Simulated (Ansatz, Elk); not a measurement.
# Bonding as seen by X-rays: CaCr2

Structure refinements treat a crystal as free atoms side by side. For a made-up structure of CaCr2 (cell and positions from a PBEsol relaxation) the runs below show what the calculated density changes in F(hkl).

Main program and level: Elk 11.2.3 (patched build); DFT, PBE, all-electron APW+lo, Dirac cores, scalar-relativistic bands, static density, no spin.

The structure was built from a prototype and need not be the compound's stable phase.

## Step 1: Set-up

The structure is hexagonal, space group P6_3/mmc (No. 194). Conventional cell: a = 4.349 Å, b = 4.349 Å, c = 5.995 Å, α = 90.00°, β = 90.00°, γ = 120.00°. Nearest to Cr lie 4 Cr at 2.50 to 2.56 Å and 6 Ca at 2.80 to 3.06 Å. Ca has 12 Cr at 2.80 to 3.06 Å and 2 Ca at 3.00 Å nearest. Farther neighbours are not listed.

## Step 2: Ground state and structure factors

An all-electron density is needed, since X-rays see the cores too. Task 0 finds the density and task 195 Fourier-transforms it; tshift is off so that phases refer to the origin typed.

Input file elk.in:

```
tasks
  0
  195

xctype
  20

spinpol
  .false.

rgkmax
  7.0

gmaxvr
  14.0

lmaxo
  7

lmaxapw
  8

swidth
  0.002

tshift
  .false.

ramdisk
  .false.

hmaxvr
  5.5

maxscl
  120

epspot
  1e-06

sppath
  './'

avec
  8.21768155581 0.00000000000 0.00000000000
  -4.10884077791 7.11672098755 -0.00000000000
  0.00000000000 0.00000000000 11.32943257620

atoms
  2
  'Cr.in'
  4
  0.6666666667 0.3333333333 0.0418722067   0.000000 0.000000 0.000000
  0.3333333333 0.6666666667 0.5418722067   0.000000 0.000000 0.000000
  0.6666666667 0.3333333333 0.4581277933   0.000000 0.000000 0.000000
  0.3333333333 0.6666666667 0.9581277933   0.000000 0.000000 0.000000
  'Ca.in'
  2
  -0.0000000000 -0.0000000000 0.2500000000   0.000000 0.000000 0.000000
  0.0000000000 0.0000000000 0.7500000000   0.000000 0.000000 0.000000

ngridk
  6 6 4
```

On the command line:

```
$ OMP_NUM_THREADS=4 elk
```

Numbers of over 12 decimals in the logs are rounded to 6 here.

The program printed:

```text
┌─────────────────────────┐
│ Elk code version 11.2.3 │
└─────────────────────────┘

All units are atomic (Hartree, Bohr, etc.)

┌─────────────────────────────────────────────────┐
│ Ground-state run starting from atomic densities │
└─────────────────────────────────────────────────┘

Lattice vectors :
   8.217681556       0.000000000       0.000000000
  -4.108840778       7.116720988      -0.000000000
   0.000000000       0.000000000       11.32943258

Reciprocal lattice vectors :
  0.7645934275      0.4414382212      -0.000000000
   0.000000000      0.8828764424       0.000000000
  -0.000000000       0.000000000      0.5545895847

Unit cell volume      :    662.5786026
Brillouin zone volume :   0.3743709991

Muffin-tin inner radius fraction :   0.1000000000E-01

Nuclei treated as point charges

Species : 1 (Cr)
 parameters loaded from : Cr.in
 name : chromium
 nuclear charge    :   -24.00000000
 electronic charge :    24.00000000
 atomic mass :    94783.09202
 muffin-tin radius :    2.332969801
 number of radial points in muffin-tin :    993
 inner part over the whole radius :   0.9940902203E-02
 number on inner part of muffin-tin    :    699
 approximate nuclear radius :   0.6987106690E-04
 number of mesh points to nuclear radius :    329
 atomic positions (lattice), magnetic fields (Cartesian) :
  1 :  -0.33333333  0.33333333  0.04187221    0.00000000  0.00000000  0.00000000
  2 :   0.33333333 -0.33333333 -0.45812779    0.00000000  0.00000000  0.00000000
  3 :  -0.33333333  0.33333333  0.45812779    0.00000000  0.00000000  0.00000000
  4 :   0.33333333 -0.33333333 -0.04187221    0.00000000  0.00000000  0.00000000

Species : 2 (Ca)
 parameters loaded from : Ca.in
 name : calcium
 nuclear charge    :   -20.00000000
 electronic charge :    20.00000000
 atomic mass :    73057.72475
 muffin-tin radius :    2.400000000
 number of radial points in muffin-tin :    993
 inner part over the whole radius :   0.9970789793E-02
 number on inner part of muffin-tin    :    698
 approximate nuclear radius :   0.6614485811E-04
 number of mesh points to nuclear radius :    321
 atomic positions (lattice), magnetic fields (Cartesian) :
  1 :   0.00000000  0.00000000  0.25000000    0.00000000  0.00000000  0.00000000
  2 :   0.00000000  0.00000000 -0.25000000    0.00000000  0.00000000  0.00000000

Total number of atoms per unit cell :    6
Total muffin-tin volume :    328.5647987
 ratio of muffin-tin to unit cell volume :   0.4958880311

Spin treatment :
 spin-unpolarised

Number of Bravais lattice symmetries :   24
Number of crystal symmetries         :   24
Crystal has inversion symmetry
Real symmetric eigensolver will be used

k-point grid :      6     6     4
k-point offset :    0.000000000       0.000000000       0.000000000
k-point set is reduced with full crystal symmetry group
Total number of k-points :       21

Muffin-tin radius times maximum |G+k| :    7.000000000
 using average radius
Maximum |G+k| for APW functions       :    2.972003892
Maximum (1/2)|G+k|²                   :    4.416403567
Maximum |G| for potential and density :    14.00000000
Constant for pseudocharge density :    8
 order of it for each species :   15  15
 order of it for pair densities of each species (exact exchange by exxq0 0: 16) :    9  10
Radial integration step length :    1

G-vector grid sizes :     40    40    54
Number of G-vectors :    30759

Maximum angular momentum used for
 APW functions            :    8
 outer part of muffin-tin :    7
 inner part of muffin-tin :    2

Total nuclear charge    :   -136.0000000
Total core charge       :    60.00000000
Total valence charge    :    76.00000000
Total excess charge     :    0.000000000
Total electronic charge :    136.0000000

Effective Wigner radius, rₛ :    1.051646941

Number of empty states         :     24
Total number of valence states :     63
Total number of core states    :     60

Third-order local-orbitals added for an l without core states : T
Total number of local-orbitals :    108

[...]
electron-nuclear            :     -11441.850830550
 Hartree                     :      1468.1386433815
 Madelung                    :     -6626.0527437248
 xc potential                :     -298.84743926789
 exchange                    :     -258.65793456737
 correlation                 :     -6.008289
 electron entropic           :    -0.36382377710790E-02
 total energy                :     -5563.1202770778

Density of states at Fermi energy :    278.7709498
 (states/Hartree/unit cell)

Estimated indirect band gap :   0.3802480836E-03
 from k-point 21 to k-point 8
Estimated direct band gap   :   0.1315936024E-02
 at k-point 8

Charges :
 core                        :    60.00000000
 valence                     :    76.00000000
 interstitial                :    10.96701892
 muffin-tins (core leakage)
  species : 1 (Cr)
[...]
species : 2 (Ca)
[...]
total in muffin-tins        :    125.0329811
 total calculated charge     :    135.9997761
 total charge                :    136.0000000
 error                       :   0.2239216082E-03

RMS change in Kohn-Sham potential (target) :   0.6644296275     (  0.1000000000E-05)
Absolute change in total energy (target)   :   0.3116146299E-01 (  0.1000000000E-03)

[... loops 3 to 16 left out ...]

┌──────────────────┐
│ Loop number : 17 │
└──────────────────┘

Energies :
 Fermi                       :     0.270708
 sum of occupied eigenvalues :     -3236.6415020574
 electron kinetic            :      5623.2789277900
 core electron kinetic       :      5133.0878952409
 Coulomb                     :     -10919.774554435
 Coulomb potential           :     -8513.0599067964
 nuclear-nuclear             :     -920.56603000272
 electron-nuclear            :     -11516.998579905
 Hartree                     :      1517.7900554730
 Madelung                    :     -6663.2446010370
 xc potential                :     -346.86052305097
 exchange                    :     -261.59312001965
 correlation                 :     -5.991573
 electron entropic           :    -0.20985644569014E-02
 total energy                :     -5564.0824177586

Density of states at Fermi energy :    153.5278914
 (states/Hartree/unit cell)

Estimated indirect band gap :   0.1569726526E-02
 from k-point 12 to k-point 19
Estimated direct band gap   :   0.2154245186E-02
 at k-point 12

Charges :
 core                        :    60.00000000
 valence                     :    76.00000000
 interstitial                :    8.502211067
 muffin-tins (core leakage)
  species : 1 (Cr)
[...]
species : 2 (Ca)
[...]
total in muffin-tins        :    127.4977889
 total calculated charge     :    135.9997654
 total charge                :    136.0000000
 error                       :   0.2346351881E-03

RMS change in Kohn-Sham potential (target) :   0.1719437451E-06 (  0.1000000000E-05)
Absolute change in total energy (target)   :   0.3990260302E-04 (  0.1000000000E-03)

Convergence targets achieved

┌──────────────────┐
│ Loop number : 18 │
└──────────────────┘

Energies :
 Fermi                       :     0.270708
 sum of occupied eigenvalues :     -3236.6415016824
 electron kinetic            :      5623.2789201870
 core electron kinetic       :      5133.0878955227
 Coulomb                     :     -10919.774546770
 Coulomb potential           :     -8513.0599076743
 nuclear-nuclear             :     -920.56603000272
 electron-nuclear            :     -11516.998563608
 Hartree                     :      1517.7900468402
 Madelung                    :     -6663.2445929330
 xc potential                :     -346.86051419504
 exchange                    :     -261.59311945101
 correlation                 :     -5.991573
 electron entropic           :    -0.20985646966456E-02
 total energy                :     -5564.0824171382

Density of states at Fermi energy :    153.5279062
 (states/Hartree/unit cell)

Estimated indirect band gap :   0.1569727085E-02
 from k-point 12 to k-point 19
Estimated direct band gap   :   0.2154248720E-02
 at k-point 12

Charges :
 core                        :    60.00000000
 valence                     :    76.00000000
 interstitial                :    8.502211586
 muffin-tins (core leakage)
  species : 1 (Cr)
[...]
atom 4                    :    22.65711170     ( -0.2218419208E-06)
  species : 2 (Ca)
   atom 1                    :    18.43467080     ( -0.1983368136E-06)
   atom 2                    :    18.43467080     ( -0.1983368136E-06)
 total in muffin-tins        :    127.4977884
 total calculated charge     :    135.9997654
 total charge                :    136.0000000
 error                       :   0.2346349798E-03

┌──────────────────────────────┐
│ Self-consistent loop stopped │
└──────────────────────────────┘

Wrote STATE.OUT
```

Run time: 33 s. Hardware: 4 threads of Arm Neoverse V2, shared host; peak memory 0.22 GiB.

SFACRHO.OUT:

```text

h k l indices transformed by vhmat matrix:
   1.000000000       0.000000000       0.000000000    
   0.000000000       1.000000000       0.000000000    
   0.000000000       0.000000000       1.000000000    

      h      k      l  multipl.   |H|            Re(F)            Im(F)           |F|

      0      0      0      1   0.0000000       136.00000      0.50083562E-16   136.00000    
      0      0      1      2  0.55458958      0.42405297E-14 -0.13792688E-13  0.14429842E-13
      1     -1      0      6  0.88287644      -8.2028493      0.20658761E-13   8.2028493    
      0      1      1      6   1.0426123      -17.782693      0.18390251E-13   17.782693    
     -1      1      1      6   1.0426123       17.782693      0.22987813E-14   17.782693    
      0      0      2      2   1.1091792       35.726505     -0.24181501E-13   35.726505    
     -1      1     -2      6   1.4176562      -58.100107     -0.39086087E-13   58.100107    
      0      1     -2      6   1.4176562      -58.100107      0.20689523E-13   58.100107    
      2     -1      0      6   1.5291869       94.403443      0.71545784E-13   94.403443    
      1      1      1     12   1.6266475      0.51372234E-13  0.11264028E-12  0.12380202E-12
      0      0     -3      2   1.6637688      0.21489097E-13  0.20689032E-13  0.29829806E-13
      2     -2      0      6   1.7657529      -6.1177863      0.20655639E-13   6.1177863    
      2     -2      1      6   1.8507979       13.980246     -0.22987813E-14   13.980246    
      0     -2      1      6   1.8507979      -13.980246      -0.0000000       13.980246    
      1     -1     -3      6   1.8835066       37.474269     -0.16091469E-13   37.474269    
      0      1      3      6   1.8835066      -37.474269      0.48274408E-13   37.474269    
     -1      2     -2     12   1.8890979       28.292239      0.13330181E-12   28.292239    
      2      0      2      6   2.0852246      -47.603748      0.26477656E-13   47.603748
```

Elk indexes on the primitive cell of elk.in and gives |H| = 4π sin θ/λ in inverse bohr. Below, one row stands for each form hkl of the conventional cell (m members, Friedel mates merged), F is for one primitive cell and the density is static (no thermal factor). Free-atom factors are Waasmaier and Kirfel's, and R is Σm||F|−|F'||/Σm|F|.

| hkl | m | sin θ/λ (Å⁻¹) | abs F, DFT | neutral atoms | diff. |
| --- | --- | --- | --- | --- | --- |
| 001 | 2 | 0.083 | 0.000 | 0.000 | +0.000 |
| 100 | 6 | 0.133 | 8.203 | 8.767 | -0.564 |
| 101 | 12 | 0.157 | 17.783 | 17.819 | -0.037 |
| 002 | 2 | 0.167 | 35.727 | 36.727 | -1.000 |
| 102 | 12 | 0.213 | 58.100 | 58.686 | -0.586 |
| 110 | 6 | 0.230 | 94.403 | 95.922 | -1.519 |
| 111 | 12 | 0.245 | 0.000 | 0.000 | +0.000 |
| 003 | 2 | 0.250 | 0.000 | 0.000 | +0.000 |
| 200 | 6 | 0.266 | 6.118 | 6.979 | -0.862 |
| 201 | 12 | 0.278 | 13.980 | 14.088 | -0.108 |
| 103 | 12 | 0.283 | 37.474 | 38.070 | -0.596 |
| 112 | 12 | 0.284 | 28.292 | 29.272 | -0.979 |
| 202 | 12 | 0.314 | 47.604 | 47.941 | -0.338 |
| 004 | 2 | 0.334 | 50.081 | 49.563 | +0.518 |

## Step 3: The highest occupied states alone

An energy window below the Fermi level keeps the highest occupied states, to see at which angles they scatter; shallow core shells can lie inside it and anion s states outside. No new self-consistency is needed.

elk.in, as its differences from that of step 2:

```diff
@@ -1,3 +1,2 @@
 tasks
-  0
   195
@@ -40,2 +39,5 @@
 
+wsfac
+  -0.096790 0.570710
+
 sppath
```

On the command line:

```
$ OMP_NUM_THREADS=4 elk
```

The program printed:

```text
┌─────────────────────────────────┐
│ Elk code version 11.2.3 started │
└─────────────────────────────────┘

Info(readinput): the functional depends on the density's gradient
 muffin-tin radial points multiplied by    2.00000
 (not where nrmtscf is given)

┌────────────────────┐
│ Current task : 195 │
└────────────────────┘
Info(checkmt): changed muffin-tin radius of species 1 (Cr) from   2.4000 to   2.3330

Info(sfacrho): density structure factors written to SFACRHO.OUT

 Energy window :  -0.9679000000E-01  0.5707100000

┌──────────────────┐
│ Elk code stopped │
└──────────────────┘
```

Elapsed: 9.7 s, on 4 threads; peak memory 0.16 GiB.

States within 10 eV below the Fermi level hold 28.00 electrons; any levels below the window count with the cores. Their amplitudes can exceed the total, where window and core parts have opposite phase:

| hkl | sin θ/λ (Å⁻¹) | abs F, window | abs F, all |
| --- | --- | --- | --- |
| 001 | 0.083 | 0.000 | 0.000 |
| 100 | 0.133 | 6.617 | 8.203 |
| 101 | 0.157 | 2.917 | 17.783 |
| 002 | 0.167 | 9.685 | 35.727 |
| 102 | 0.213 | 3.682 | 58.100 |
| 110 | 0.230 | 7.341 | 94.403 |
| 111 | 0.245 | 0.000 | 0.000 |
| 003 | 0.250 | 0.000 | 0.000 |
| 200 | 0.266 | 2.459 | 6.118 |
| 201 | 0.278 | 1.366 | 13.980 |

## Step 4: Another functional

The difference from free atoms is small, so it is set against the change that PBEsol makes.

elk.in, as its differences from that of step 3:

```diff
@@ -1,2 +1,3 @@
 tasks
+  0
   195
@@ -4,3 +5,3 @@
 xctype
-  20
+  22
 
@@ -39,5 +40,2 @@
 
-wsfac
-  -0.096790 0.570710
-
 sppath
```

On the command line:

```
$ OMP_NUM_THREADS=4 elk
```

The program printed:

```text
┌─────────────────────────┐
│ Elk code version 11.2.3 │
└─────────────────────────┘

All units are atomic (Hartree, Bohr, etc.)

┌─────────────────────────────────────────────────┐
│ Ground-state run starting from atomic densities │
└─────────────────────────────────────────────────┘

Lattice vectors :
   8.217681556       0.000000000       0.000000000
  -4.108840778       7.116720988      -0.000000000
   0.000000000       0.000000000       11.32943258

Reciprocal lattice vectors :
  0.7645934275      0.4414382212      -0.000000000
[...]
valence                     :    76.00000000
 interstitial                :    8.507010614
 muffin-tins (core leakage)
  species : 1 (Cr)
[...]
species : 2 (Ca)
   atom 1                    :    18.43656481     ( -0.1980349591E-06)
   atom 2                    :    18.43656481     ( -0.1980349591E-06)
 total in muffin-tins        :    127.4929894
 total calculated charge     :    135.9997658
 total charge                :    136.0000000
 error                       :   0.2341540538E-03

┌──────────────────────────────┐
│ Self-consistent loop stopped │
└──────────────────────────────┘

Wrote STATE.OUT
[key lines of the parts left out:]
total energy                :     -5558.1819407093
```

Run time: 32 s. Hardware: 4 threads; peak memory 0.22 GiB.

Against the first run R = 0.03 %; the largest change is -0.044 at 110.

## Step 5: Basis size

The basis and the expansions that go with it are enlarged, to see whether the differences are converged.

elk.in, as its differences from that of step 4:

```diff
@@ -5,3 +5,3 @@
 xctype
-  22
+  20
 
@@ -11,12 +11,12 @@
 rgkmax
-  7.0
+  8.5
 
 gmaxvr
-  14.0
+  18.0
 
 lmaxo
-  7
+  9
 
 lmaxapw
-  8
+  10
```

On the command line:

```
$ OMP_NUM_THREADS=4 elk
```

The program printed:

```text
┌─────────────────────────┐
│ Elk code version 11.2.3 │
└─────────────────────────┘

All units are atomic (Hartree, Bohr, etc.)

┌─────────────────────────────────────────────────┐
│ Ground-state run starting from atomic densities │
└─────────────────────────────────────────────────┘

Lattice vectors :
   8.217681556       0.000000000       0.000000000
  -4.108840778       7.116720988      -0.000000000
   0.000000000       0.000000000       11.32943258

Reciprocal lattice vectors :
  0.7645934275      0.4414382212      -0.000000000
[...]
valence                     :    76.00000000
 interstitial                :    8.466156985
 muffin-tins (core leakage)
  species : 1 (Cr)
[...]
species : 2 (Ca)
   atom 1                    :    18.42873801     ( -0.1983484008E-06)
   atom 2                    :    18.42873801     ( -0.1983484008E-06)
 total in muffin-tins        :    127.5338430
 total calculated charge     :    136.0000824
 total charge                :    136.0000000
 error                       :   0.8237228292E-04

┌──────────────────────────────┐
│ Self-consistent loop stopped │
└──────────────────────────────┘

Wrote STATE.OUT
[key lines of the parts left out:]
total energy                :     -5564.1061863304
```

Run time: 82 s. Hardware: 4 threads; peak memory 0.41 GiB; 3.8 min of CPU time.

Against the first run R = 0.02 %; the largest change is +0.021 at 002.

## Step 6: Settings against the effect

| run | R against the first run (%) | R against neutral atoms, low angle (%) | wall time |
| --- | --- | --- | --- |
| PBE, rgkmax 7 | 0.00 | 1.83 | 33 s |
| PBEsol | 0.03 | 1.87 | 32 s |
| rgkmax 8.5 with larger expansions | 0.02 | 1.81 | 82 s |

## Step 7: Summary of results

* R against neutral atoms, sin θ/λ < 0.3 Å⁻¹: 1.83 %
* R against neutral atoms, 0.3 to 0.82 Å⁻¹: 0.46 %

Independent neutral atoms miss the calculated amplitudes by R = 1.83 % below 0.3 Å⁻¹ and 0.46 % from there to 0.82 Å⁻¹; by shells, 6.88 % below 0.15 Å⁻¹ (1 form), 1.73 % 0.15 to 0.3 (8 forms), 0.42 % 0.3 to 0.45 (14 forms), 0.47 % above 0.45 (86 forms). Bonding, aspherical density and the tables' own atoms all enter these figures, and the runs don't part them. The largest change of an amplitude is -1.52 electrons, at 110. The window's part falls from 28.0 electrons at the origin to at most 2.12 between 0.45 and 0.82 Å⁻¹, where compact states inside the window still scatter. Below 0.3 Å⁻¹ the changes that finished (PBEsol and rgkmax 8.5 with larger expansions) move F by R = 0.05 % at most, against the 1.83 % that separates it from free atoms. The k-mesh has no finished test. These runs have no spin, though d or f shells may be open. Part of the difference isn't bonding: the tables are fits to free atoms and ions calculated by other methods than this functional. Thermal motion, anomalous dispersion and extinction are left out.

[Logs are printed without paths, hosts, clocks, repeated set-up lines and the standing remarks that a program may print on its own settings, such as how far it seeks lower states.]

[Hosts, paths, dates, database ids (printed as entryN), source tags and the programs' standing remarks are cut or masked in the printed files.]
